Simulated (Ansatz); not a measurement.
**Is ZnCd in the L11 ordering a stable metal?**

The plan: relax ZnCd in the L11 ordering, check its phonons, and, if the lattice is stable, compute its Eliashberg function and ρ(T).

Main program and level: Ansatz 0.2.0; DFT LDA, scalar-relativistic, plane waves, PAW.

The structure was built from a prototype and need not be the compound's stable phase.

### Step 1. Starting point

It takes space group R-3m (No. 166, trigonal). The conventional cell has a = 2.962 Å, b = 2.962 Å, c = 14.509 Å, α = 90.00°, β = 90.00°, γ = 120.00°. Nearest to Cd lie 6 Zn at 2.96 Å and 6 Cd at 2.96 Å. Zn has 6 Zn at 2.96 Å and 6 Cd at 2.96 Å nearest. Farther neighbours are not listed.

### Step 2. Relaxation

The structure is brought to rest under this functional.

File input.yaml:

```yaml
crystal:
  lattice:
    - [4.1884, 2.0942, 2.0942]
    - [2.0942, 4.1884, 2.0942]
    - [2.0942, 2.0942, 4.1884]
  atoms:
    - { symbol: Cd, position: [0.0, 0.0, 0.0] }
    - { symbol: Zn, position: [0.5, 0.5, 0.5] }
kpoints:
  mp_grid: { grid: [12, 12, 12] }
hamiltonian:
  xc: lda
scf:
  occupations: { method: gaussian, width: 0.1 }
output:
  forces: true
  stress: true
  eigenvalues: true
  write_density: true
  write_potential: true
  elf: true
  volumetric_format: npy
relax:
  adjacent_minimum: "off"
  f_tol: 0.005
  max_steps: 80
  cell: { stress_tol: 0.05 }
```

Launch:

```bash
$ ansatz run input.yaml --threads 4 --pin off --max-ram 8192MiB --backend cpu --events-out ev --progress --plain --runs-dir out
```

Numbers of over 12 decimals in the logs are rounded to 6 here.

Output:

```text
basis.fft_grid_basis auto: the FFT boxes are laid along the combinations [[1, -1, 0], [0, 1, 0], [0, -1, 1]] of the cell's own vectors, 2.962, 5.130 and 2.962 Å long. The dense box has 20×36×20 points. Along the cell's own vectors, as sized, it would have 36×36×36, 3.24 times as many. Of the 12 symmetry operations that the crystal satisfies within crystal.symmetry.tolerance (time reversal apart; of a slab, those that [...]
Engine: ansatz 0.2.0, aarch64-unknown-linux-gnu
Pseudopotentials: kind: paw
Pseudopotential: Cd, paw, valence charge 20, recommended cutoff 420 eV (normal), Cd.paw.azcp
Pseudopotential: Zn, paw, valence charge 12, recommended cutoff 420 eV (normal), Zn.paw.azcp
Functional definition: SPW92
  exchange = slater_x
  correlation = pw_c
Crystal: 2 atoms, lattice volume = 36.738 Å³
Basis set: ecut = 420 eV, 707 PW (Γ), FFT grids on a1−a2, a2, −a2+a3
Bands: 20, of which v1, the nominal top of the filled ones, is band 16 counted from 1 (15 counted from 0)
Symmetry: 12 space group operations
Space group: R-3m (ITA 166), of the structure as read, at distance tolerance 3.3e-5 Å
k-points: 189 of 1728
Non-local potential: Cd, projectors of the file, l = 0: 3, l = 1: 2, l = 2: 2, l = 3: 1
Non-local potential: Zn, projectors of the file, l = 0: 2, l = 1: 2, l = 2: 3, l = 3: 1
PAW form: soft (Blöchl's): semilocal exchange-correlation on the pseudo side does not see the compensation charge
PAW frozen core: Cd, regenerated for the run's functional, and the local potential with it (the file was generated under x = pbe(κ = 0.804, μ = 0.219515), c = pbe(β = 0.066725))
PAW frozen core: Zn, regenerated for the run's functional, and the local potential with it (the file was generated under x = pbe(κ = 0.804, μ = 0.219515), c = pbe(β = 0.066725))
PAW one-centre angular grid: Cd, 590 points (default); XC on 64 Gauss nodes
PAW one-centre angular grid: Zn, 590 points (default); XC on 64 Gauss nodes
Initial density: superposition of atomic densities (neutral atoms: chi_scale 0, normalization atom), corrected by the library's trained network
Initial wavefunctions: pseudopotential atomic-orbital guess
Functional: x = slater, c = lda
SCF iter   1: F=—  HF=-11363.868931 eV  |F-HF|=—  |Δ(HF+E_count)|=         —  Δρ=8.34e-3  dr2=1.61e-2  ethr=1.77e-3  ⟨swp⟩=5.3  Hψ=16088  notcnv=0
preconditioner: auto → Kerker (q_TF=auto, 2.666 Å⁻¹)  [metal: Δε(μ)=0.046 eV  Ē_g=12.745 eV  σ=0.100 eV  W_gap=0.24  n_scr=16 (ndim 8)  ℏωp=30.0 eV  f_vac=0.000  D(μ)=0.72/eV (n_scr^D=2)]
SCF iter   2: F=—  HF=-11363.864545 eV  |F-HF|=—  |Δ(HF+E_count)|=   4.39e-3  Δρ=2.70e-3  dr2=1.54e-3  ethr=5.04e-5  ⟨swp⟩=2.6  Hψ=8174  notcnv=0
SCF iter   3: F=—  HF=-11363.864252 eV  |F-HF|=—  |Δ(HF+E_count)|=   2.93e-4  Δρ=1.34e-3  dr2=2.15e-4  ethr=4.82e-6  ⟨swp⟩=2.0  Hψ=5812  notcnv=0
SCF iter   4: F=—  HF=-11363.864227 eV  |F-HF|=—  |Δ(HF+E_count)|=   2.51e-5  Δρ=4.87e-4  dr2=5.93e-5  ethr=6.72e-7  ⟨swp⟩=2.0  Hψ=4855  notcnv=0
SCF iter   5: F=—  HF=-11363.864217 eV  |F-HF|=—  |Δ(HF+E_count)|=   1.01e-5  Δρ=1.18e-4  dr2=5.51e-6  ethr=1.85e-7  ⟨swp⟩=2.0  Hψ=4976  notcnv=0
SCF iter   6: F=—  HF=-11363.864216 eV  |F-HF|=—  |Δ(HF+E_count)|=   7.21e-7  Δρ=2.34e-5  dr2=1.57e-7  ethr=1.72e-8  ⟨swp⟩=2.6  Hψ=6091  notcnv=0
SCF iter   7: F=-11363.864216 eV  HF=-11363.864216 eV  |F-HF|=1.23e-8  |Δ(HF+E_count)|=   1.09e-8  Δρ=6.39e-6  dr2=1.75e-8  ethr=3.13e-10  ⟨swp⟩=7.4  Hψ=22464  notcnv=0
SCF 1 converged in 7 iterations: F = -11363.864216 eV  dr2 = 1.75e-8
  greatest PAW one-centre occupation: 1.000 electrons in one spin orbital (limit 2), on the Cd atom at site 0 (counted from 0), in its partial waves of l = 0
relax step   1: F+E_penalty+E_count = -11363.86421579 eV  Δ(F+E_penalty+E_count) = +0.000e0 eV  max|allowed force component| = 9.256e-29 eV/Å  Δτ_max = 0.0000 Å  P = -4.695 GPa  Ω = 36.738 Å³  (7 SCF iters, dr2 threshold 1.00e-7 eV, accepted)
Crystal: 2 atoms, lattice volume = 33.237 Å³
Basis set: ecut = 420 eV, 663 PW (Γ), FFT grids on a1−a2, a2, −a2+a3
Initial density: handed on by an earlier stage of this run
Initial wavefunctions: those handed on with the density
iter 1 solved again at ethr=6.67e-5 eV; its pass at ethr=3.10e-3 eV (dr2=2.14e-2 eV) is discarded
SCF iter   1: F=—  HF=-11363.913033 eV  |F-HF|=—  |Δ(HF+E_count)|=         —  Δρ=8.14e-3  dr2=2.21e-2  ethr=6.67e-5  ⟨swp⟩=1.6  Hψ=23449  notcnv=0
preconditioner: auto → Kerker (q_TF=auto, 2.711 Å⁻¹)  [metal: Δε(μ)=0.013 eV  Ē_g=13.357 eV  σ=0.100 eV  W_gap=0.07  n_scr=16 (ndim 8)  ℏωp=31.6 eV  f_vac=0.000  D(μ)=0.86/eV (n_scr^D=2)]
SCF iter   2: F=—  HF=-11363.907337 eV  |F-HF|=—  |Δ(HF+E_count)|=   5.70e-3  Δρ=2.92e-3  dr2=4.62e-3  ethr=6.67e-5  ⟨swp⟩=2.7  Hψ=6409  notcnv=0
SCF iter   3: F=—  HF=-11363.905889 eV  |F-HF|=—  |Δ(HF+E_count)|=   1.45e-3  Δρ=2.23e-3  dr2=1.63e-3  ethr=1.44e-5  ⟨swp⟩=2.0  Hψ=5179  notcnv=0
SCF iter   4: F=—  HF=-11363.905327 eV  |F-HF|=—  |Δ(HF+E_count)|=   5.62e-4  Δρ=8.81e-4  dr2=2.78e-4  ethr=5.09e-6  ⟨swp⟩=2.1  Hψ=5391  notcnv=0
SCF iter   5: F=—  HF=-11363.905303 eV  |F-HF|=—  |Δ(HF+E_count)|=   2.45e-5  Δρ=3.29e-4  dr2=4.53e-5  ethr=8.68e-7  ⟨swp⟩=2.1  Hψ=5598  notcnv=0
SCF iter   6: F=—  HF=-11363.905282 eV  |F-HF|=—  |Δ(HF+E_count)|=   2.07e-5  Δρ=6.25e-5  dr2=3.07e-6  ethr=1.42e-7  ⟨swp⟩=1.8  Hψ=4151  notcnv=0
SCF iter   7: F=-11363.905282 eV  HF=-11363.905282 eV  |F-HF|=1.11e-7  |Δ(HF+E_count)|=   6.74e-8  Δρ=1.99e-5  dr2=1.69e-7  ethr=6.25e-10  ⟨swp⟩=7.8  Hψ=29636  notcnv=0
SCF 2 converged in 7 iterations: F = -11363.905282 eV  dr2 = 1.69e-7
relax step   2: F+E_penalty+E_count = -11363.90528195 eV  Δ(F+E_penalty+E_count) = -4.107e-2 eV  max|allowed force component| = 2.945e-29 eV/Å  Δτ_max = 0.0000 Å  P = +2.092 GPa  Ω = 33.237 Å³  energy of the carried Pulay correction = +7.909e-4 eV  (7 SCF iters, dr2 threshold 2.00e-7 eV, accepted)
Crystal: 2 atoms, lattice volume = 34.065 Å³
Basis set: ecut = 420 eV, 669 PW (Γ), FFT grids on a1−a2, a2, −a2+a3
iter 1 solved again at ethr=4.40e-6 eV; its pass at ethr=3.10e-3 eV (dr2=1.41e-3 eV) is discarded
SCF iter   1: F=—  HF=-11363.917572 eV  |F-HF|=—  |Δ(HF+E_count)|=         —  Δρ=2.15e-3  dr2=1.52e-3  ethr=4.40e-6  ⟨swp⟩=2.0  Hψ=24109  notcnv=0
preconditioner: auto → Kerker (q_TF=auto, 2.700 Å⁻¹)  [metal: Δε(μ)=0.028 eV  Ē_g=13.306 eV  σ=0.100 eV  W_gap=0.16  n_scr=14 (ndim 8)  ℏωp=31.2 eV  f_vac=0.000  D(μ)=0.88/eV (n_scr^D=2)]
SCF iter   2: F=—  HF=-11363.917204 eV  |F-HF|=—  |Δ(HF+E_count)|=   3.67e-4  Δρ=8.68e-4  dr2=3.26e-4  ethr=4.40e-6  ⟨swp⟩=2.6  Hψ=6308  notcnv=0
SCF iter   3: F=—  HF=-11363.917110 eV  |F-HF|=—  |Δ(HF+E_count)|=   9.48e-5  Δρ=6.16e-4  dr2=1.15e-4  ethr=1.02e-6  ⟨swp⟩=2.1  Hψ=5462  notcnv=0
SCF iter   4: F=—  HF=-11363.917059 eV  |F-HF|=—  |Δ(HF+E_count)|=   5.08e-5  Δρ=2.44e-4  dr2=1.66e-5  ethr=3.60e-7  ⟨swp⟩=2.2  Hψ=5326  notcnv=0
SCF iter   5: F=—  HF=-11363.917058 eV  |F-HF|=—  |Δ(HF+E_count)|=   1.05e-6  Δρ=8.46e-5  dr2=2.38e-6  ethr=5.18e-8  ⟨swp⟩=2.1  Hψ=5213  notcnv=0
SCF iter   6: F=-11363.917057 eV  HF=-11363.917057 eV  |F-HF|=9.52e-8  |Δ(HF+E_count)|=   6.43e-7  Δρ=1.47e-5  dr2=1.56e-7  ethr=6.25e-10  ⟨swp⟩=7.9  Hψ=29228  notcnv=0
SCF 3 converged in 6 iterations: F = -11363.917057 eV  dr2 = 1.56e-7
relax step   3: F+E_penalty+E_count = -11363.91705704 eV  Δ(F+E_penalty+E_count) = -1.178e-2 eV  max|allowed force component| = 5.049e-29 eV/Å  Δτ_max = 0.0000 Å  P = -0.015 GPa  Ω = 34.065 Å³  energy of the carried Pulay correction = +5.937e-4 eV  (6 SCF iters, dr2 threshold 2.00e-7 eV, accepted)
[...]
relax step   4: F+E_penalty+E_count = -11363.93393431 eV  Δ(F+E_penalty+E_count) = -1.688e-2 eV  max|allowed force component| = 5.680e-29 eV/Å  Δτ_max = 0.0000 Å  P = -3.413 GPa  Ω = 35.960 Å³  energy of the carried Pulay correction = +1.481e-4 eV  (7 SCF iters, dr2 threshold 2.00e-7 eV, accepted)
[...]
relax step   5: F+E_penalty+E_count = -11363.94739873 eV  Δ(F+E_penalty+E_count) = -1.346e-2 eV  max|allowed force component| = 4.418e-29 eV/Å  Δτ_max = 0.0000 Å  P = -1.759 GPa  Ω = 34.938 Å³  energy of the carried Pulay correction = +3.807e-4 eV  (6 SCF iters, dr2 threshold 2.00e-7 eV, accepted)
[...]
relax step   6: F+E_penalty+E_count = -11363.95370782 eV  Δ(F+E_penalty+E_count) = -6.309e-3 eV  max|allowed force component| = 5.049e-29 eV/Å  Δτ_max = 0.0000 Å  P = -0.043 GPa  Ω = 34.243 Å³  energy of the carried Pulay correction = +5.374e-4 eV  (6 SCF iters, dr2 threshold 2.00e-7 eV, accepted)
[...]
relax step   7: F+E_penalty+E_count = -11363.95371617 eV  Δ(F+E_penalty+E_count) = -8.353e-6 eV  max|allowed force component| = 3.366e-29 eV/Å  Δτ_max = 0.0000 Å  P = -0.004 GPa  Ω = 34.224 Å³  energy of the carried Pulay correction = +5.418e-4 eV  (5 SCF iters, dr2 threshold 7.37e-9 eV, accepted)
Initial wavefunctions: pseudopotential atomic-orbital guess (no wavefunctions were taken with the density)
iter 1 solved again at ethr=1.32e-8 eV; its pass at ethr=3.10e-3 eV (dr2=4.23e-6 eV) is discarded
SCF iter   1: F=—  HF=-11363.953238 eV  |F-HF|=—  |Δ(HF+E_count)|=         —  Δρ=2.65e-4  dr2=1.15e-6  ethr=1.32e-8  ⟨swp⟩=3.2  Hψ=27453  notcnv=0
preconditioner: auto → Kerker (q_TF=auto, 2.698 Å⁻¹)  [metal: Δε(μ)=0.022 eV  Ē_g=13.213 eV  σ=0.100 eV  W_gap=0.13  n_scr=14 (ndim 8)  ℏωp=31.1 eV  f_vac=0.000  D(μ)=0.47/eV (n_scr^D=2)]
SCF iter   2: F=—  HF=-11363.953251 eV  |F-HF|=—  |Δ(HF+E_count)|=   1.36e-5  Δρ=1.50e-4  dr2=1.09e-6  ethr=3.60e-9  ⟨swp⟩=2.5  Hψ=6412  notcnv=0
SCF iter   3: F=—  HF=-11363.953254 eV  |F-HF|=—  |Δ(HF+E_count)|=   2.80e-6  Δρ=5.51e-5  dr2=8.19e-8  ethr=3.39e-9  ⟨swp⟩=2.0  Hψ=4749  notcnv=0
SCF iter   4: F=—  HF=-11363.953255 eV  |F-HF|=—  |Δ(HF+E_count)|=   4.45e-7  Δρ=5.17e-6  dr2=6.49e-9  ethr=2.56e-10  ⟨swp⟩=2.1  Hψ=5666  notcnv=0
SCF iter   5: F=—  HF=-11363.953255 eV  |F-HF|=—  |Δ(HF+E_count)|=   3.98e-9  Δρ=2.24e-6  dr2=5.15e-10  ethr=2.03e-11  ⟨swp⟩=2.9  Hψ=6938  notcnv=0
SCF iter   6: F=—  HF=-11363.953255 eV  |F-HF|=—  |Δ(HF+E_count)|=   1.59e-9  Δρ=9.64e-7  dr2=6.29e-11  ethr=1.61e-12  ⟨swp⟩=2.0  Hψ=5456  notcnv=0
SCF iter   7: F=-11363.953255 eV  HF=-11363.953255 eV  |F-HF|=1.82e-12  |Δ(HF+E_count)|=  1.04e-10  Δρ=7.80e-8  dr2=2.21e-12  ethr=1.00e-12  ⟨swp⟩=5.0  Hψ=16112  notcnv=0
SCF 8 converged in 7 iterations: F = -11363.953255 eV  dr2 = 2.21e-12
relax step   8: F+E_penalty+E_count = -11363.95325473 eV  Δ(F+E_penalty+E_count) = +4.614e-4 eV  max|allowed force component| = 4.207e-29 eV/Å  Δτ_max = 0.0000 Å  P = -0.009 GPa  Ω = 34.224 Å³  stress off target by 1.49e-2 GPa  SCF on the basis re-selected at this cell (its energy is not comparable with the rows above)  (7 SCF iters)
basis re-selected at this cell: Δ(F+E_penalty+E_count) = +4.614e-4 eV, ΔP = -0.005 GPa vs the last step (what re-selecting the basis moved, of the pressure what is left beyond the Pulay correction that the steps carried, after the strain that the cell walked since its last selection, with what the two solves' SCF thresholds leave and, on support functions, any second-order correction that the steps lacked; it is no measure of the basis error at this ecutwfc). The dense FFT grid was sized anew with the basis: this SCF ran on 24×32×24 points, the steps before it on 20×36×20, so part of this shift can come from that change (see relax.cell in the input reference). [rest of the remark cut]
SCF converged after 7 iterations
Free energy (F): -11363.953255 eV
Harris-Foulkes:  -11363.953255 eV  (|F-HF|=1.82e-12)
Internal energy: -11363.950899 eV  (E = F + TS)
E sigma→0 (E₀):  -11363.952077 eV
Entropy (-TS):   -0.002356 eV (-1.178 meV/atom)
Fermi energy:    13.986478 eV
--- Per-component energies (eV) ---
  E_band       = -324.630702
  E_kinetic    = 638.079804
  E_local      = -4397.257261  (includes V_loc(G=0)·N_el)
  E_nonlocal   = 653.007928
  E_hartree    = 1995.539238
  E_xc         = -312.902210
  E_vxc        = -277.270818  (∫ρ·V_xc dr)
  E_paw        = -5699.274333  (= ΣΔE_a)
  E_vpaw       = -932.268500  (= ΣTr[D̂ρ^β])
  E_aug_tail   = -0.000358  (compensation charges beyond the density's cutoff)
  E_ewald      = -4243.467416
  E_core_change = 2.323710  (= ΣΔE_core)
  E_smearing   = -0.002356  (= −TS)
  E_closure    = -0.000000  (closes the sum)
  Σ components = -11363.953255   (vs F -11363.953255, Δ=0.00e0)
--- Forces (eV/Å), atoms counted from 1 ---
  atom   1  Cd     0.00000000     0.00000000     0.00000000
  atom   2  Zn     0.00000000    -0.00000000    -0.00000000
  max |Σ_I F_I| component: 5.05e-29 eV/Å
--- Stress (GPa, compression-positive) ---
       -0.009287      -0.002799      -0.002799
       -0.002799      -0.009287      -0.002799
       -0.002799      -0.002799      -0.009287
  P = ⅓ Tr σ = -0.0093 GPa (-0.093 kbar)
--- Band table (eV; the first three rows and the last of 189) ---
  k-point 0: bands = [... 12 lower, 6.5599, 6.8213, 6.8213, 11.9622, 14.4045, 25.9466, 25.9466, 27.1638]
  k-point 1: bands = [... 12 lower, 6.5791, 6.7589, 6.8083, 12.1456, 14.5993, 24.4030, 25.5096, 26.7803]
  k-point 2: bands = [... 12 lower, 6.6202, 6.6320, 6.7722, 12.6104, 15.2224, 21.5401, 24.6407, 25.2733]
  k-point 188: bands = [... 12 lower, 6.4697, 6.6382, 6.6585, 6.6585, 23.2553, 23.9539, 26.8786, 26.8786]
--- Relaxed structure (7 steps of the walk, 7 accepted, 1 SCFs on fresh bases) ---
  F+E_penalty+E_count = -11363.95325473 eV   max|allowed force component| = 4.207e-29 eV/Å   (the final SCF, on the basis selected at the relaxed cell)
  cell:  # Å, volume = 34.2237 Å³
    - [3.945829, 1.822487, 1.822487]
    - [1.822487, 3.945829, 1.822487]
    - [1.822487, 1.822487, 3.945829]
  atoms:
    - { symbol: Cd, position: [0, 0, 0] }
    - { symbol: Zn, position: [0.500000, 0.500000, 0.500000] }
```

It took 15 s on 4 threads of Arm Neoverse V2, shared host; peak memory 0.44 GiB.

The steps of the relaxation:

```csv
step,energy less that of the first step (eV),largest force component (eV/Å),pressure (GPa),volume (Å³)
1,0.0000,0.0000,-4.70,36.74
2,-0.0411,0.0000,2.09,33.24
3,-0.0528,0.0000,-0.01,34.07
4,-0.0697,0.0000,-3.41,35.96
5,-0.0832,0.0000,-1.76,34.94
6,-0.0895,0.0000,-0.04,34.24
7,-0.0895,0.0000,0.00,34.22
8*,-0.0890,0.0000,-0.01,34.22
```

Relaxation steps marked * repeat the geometry before them on a plane-wave basis chosen anew for their cell, so energy and pressure can jump there.

Forces are held to the 12 operations that the run works with; a distortion that breaks them can't arise in this run.

```csv
"conventional cell, symmetrised",before,after,change
a (Å),2.962,3.003,+1.4 %
b (Å),2.962,3.003,+1.4 %
c (Å),14.509,13.148,-9.4 %
volume (Å³/atom),18.37,17.11,-6.8 %
```

The relaxed structure:

```cif
data_structure
_symmetry_space_group_name_H-M 'P 1'
_symmetry_Int_Tables_number 1
_cell_length_a 4.7130
_cell_length_b 4.7130
_cell_length_c 4.7130
_cell_angle_alpha 37.153
_cell_angle_beta 37.153
_cell_angle_gamma 37.153
_cell_volume 34.22
loop_
_atom_site_label
_atom_site_type_symbol
_atom_site_fract_x
_atom_site_fract_y
_atom_site_fract_z
_atom_site_occupancy
Cd1 Cd 0.00000 0.00000 0.00000 1
Zn2 Zn 0.50000 0.50000 0.50000 1
```

This step gave:

```
pressure          : -0.009287 GPa
volume per atom   : 17.11 Å³
metallic on mesh  : yes
gap on the k-mesh : 0 eV
```

ELF in the ac plane of the conventional cell at fractional y = 0.333, with atoms of Cd and Zn within 0.2 Å of it. It is the smooth field of the valence electrons, not physical close to the nuclei.

Values, 24 rows by 14 columns, each cell a mean:
```
0.23 0.25 0.27 0.26 0.24 0.21 0.20 0.23 0.26 0.27 0.26 0.24 0.21 0.21
0.23 0.22 0.21 0.22 0.22 0.24 0.26 0.28 0.29 0.30 0.29 0.28 0.27 0.25
0.25 0.26 0.26 0.26 0.25 0.24 0.22 0.19 0.17 0.15 0.16 0.19 0.21 0.23
0.21 0.23 0.25 0.24 0.22 0.20 0.16 0.06 0.02 0.01 0.01 0.04 0.12 0.19
0.22 0.24 0.25 0.25 0.23 0.21 0.18 0.10 0.05 0.03 0.04 0.08 0.14 0.20
0.25 0.25 0.25 0.25 0.25 0.25 0.24 0.23 0.22 0.21 0.21 0.23 0.24 0.25
0.21 0.21 0.22 0.22 0.21 0.22 0.24 0.28 0.30 0.31 0.30 0.28 0.26 0.23
0.24 0.27 0.29 0.29 0.25 0.22 0.20 0.21 0.23 0.24 0.24 0.22 0.20 0.20
0.22 0.25 0.27 0.27 0.24 0.21 0.19 0.19 0.19 0.19 0.19 0.19 0.19 0.20
0.23 0.23 0.23 0.23 0.23 0.23 0.22 0.19 0.17 0.16 0.16 0.18 0.21 0.22
0.24 0.24 0.24 0.24 0.24 0.24 0.24 0.21 0.18 0.16 0.17 0.20 0.22 0.24
0.21 0.21 0.21 0.21 0.21 0.21 0.21 0.23 0.22 0.22 0.22 0.22 0.22 0.21
0.21 0.21 0.20 0.21 0.21 0.22 0.24 0.27 0.29 0.29 0.29 0.28 0.26 0.23
0.25 0.25 0.25 0.25 0.25 0.25 0.25 0.25 0.25 0.25 0.25 0.25 0.25 0.25
0.22 0.23 0.24 0.24 0.22 0.23 0.26 0.33 0.38 0.40 0.39 0.34 0.28 0.24
0.22 0.19 0.20 0.19 0.21 0.28 0.40 0.56 0.70 0.79 0.75 0.61 0.47 0.34
0.22 0.20 0.21 0.20 0.21 0.26 0.36 0.49 0.61 0.68 0.65 0.54 0.42 0.31
0.23 0.25 0.26 0.25 0.24 0.23 0.23 0.27 0.30 0.31 0.31 0.28 0.25 0.23
0.24 0.23 0.23 0.23 0.24 0.25 0.26 0.27 0.27 0.27 0.27 0.27 0.27 0.26
0.21 0.21 0.20 0.20 0.21 0.21 0.23 0.26 0.27 0.27 0.27 0.26 0.24 0.22
0.21 0.21 0.21 0.21 0.21 0.22 0.22 0.22 0.21 0.20 0.20 0.22 0.22 0.22
0.25 0.25 0.25 0.25 0.25 0.25 0.23 0.20 0.17 0.15 0.16 0.19 0.22 0.24
0.22 0.23 0.23 0.23 0.22 0.21 0.21 0.19 0.17 0.16 0.17 0.18 0.20 0.21
0.24 0.28 0.30 0.29 0.25 0.21 0.19 0.19 0.20 0.20 0.20 0.19 0.19 0.20
```
Columns run along a (3.0 Å), rows up along c (13.1 Å), edges of the conventional cell, whose origin can differ from the input's. Atoms in or near the plane, at fractional coordinates: Cd at (0.67, 0.33), Zn at (0.67, 0.83).

Valence density in the ac plane of the conventional cell at fractional y = 0.333, with atoms of Cd and Zn within 0.2 Å of it. It is the smooth field of the valence electrons, not physical close to the nuclei.

Ten steps, logarithmic in the rise over the least value, from '0' (0 e/Å³) to '9' (26 e/Å³), each cell a mean:
```
12222110000001
00110000000000
00000012333211
10000136899742
10000125788632
00000011222110
11111100000000
22332110000001
12222110000001
01110000000000
00110000000000
11111100000000
11111000000000
00000000111100
10000124555432
11001357899864
10001246888753
00000112343321
00000000000000
11111100000000
11111000000000
00000000000000
11111000000000
22332110000001
```
Columns run along a (3.0 Å), rows up along c (13.1 Å), edges of the conventional cell, whose origin can differ from the input's. Atoms in or near the plane, at fractional coordinates: Cd at (0.67, 0.33), Zn at (0.67, 0.83).

Electrostatic potential energy in the ac plane of the conventional cell at fractional y = 0.333, with atoms of Cd and Zn within 0.2 Å of it. With pseudopotentials it is smooth inside the atoms' cores, unlike the true potential.

Ten even steps from '0' (-22 eV) to '9' (16 eV), each cell a mean:
```
76556789999998
98889999999999
99999875433468
89998630000014
89999741000025
99999987656688
88888899999999
65556789999988
76556789999998
98888999999999
98889999999999
76667899999999
87778899999999
99999999888999
89999864433457
78997532100124
78998642111234
99999876555678
99889999999999
86667899999999
87778899999999
99999999999999
88788899999999
65556789999988
```
Columns run along a (3.0 Å; values clipped at the 3rd and 97th percentile), rows up along c (13.1 Å), edges of the conventional cell, whose origin can differ from the input's. Atoms in or near the plane, at fractional coordinates: Cd at (0.67, 0.33), Zn at (0.67, 0.83).

The largest force is now zero by symmetry and the largest stress component 0.0093 GPa.

[end of part 1 of 2]

[Logs are printed without paths, hosts, clocks, repeated set-up lines and the standing remarks that a program may print on its own settings, such as how far it seeks lower states.]

[Hosts, paths, dates, database ids (printed as entryN), source tags and the programs' standing remarks are cut or masked in the printed files.]
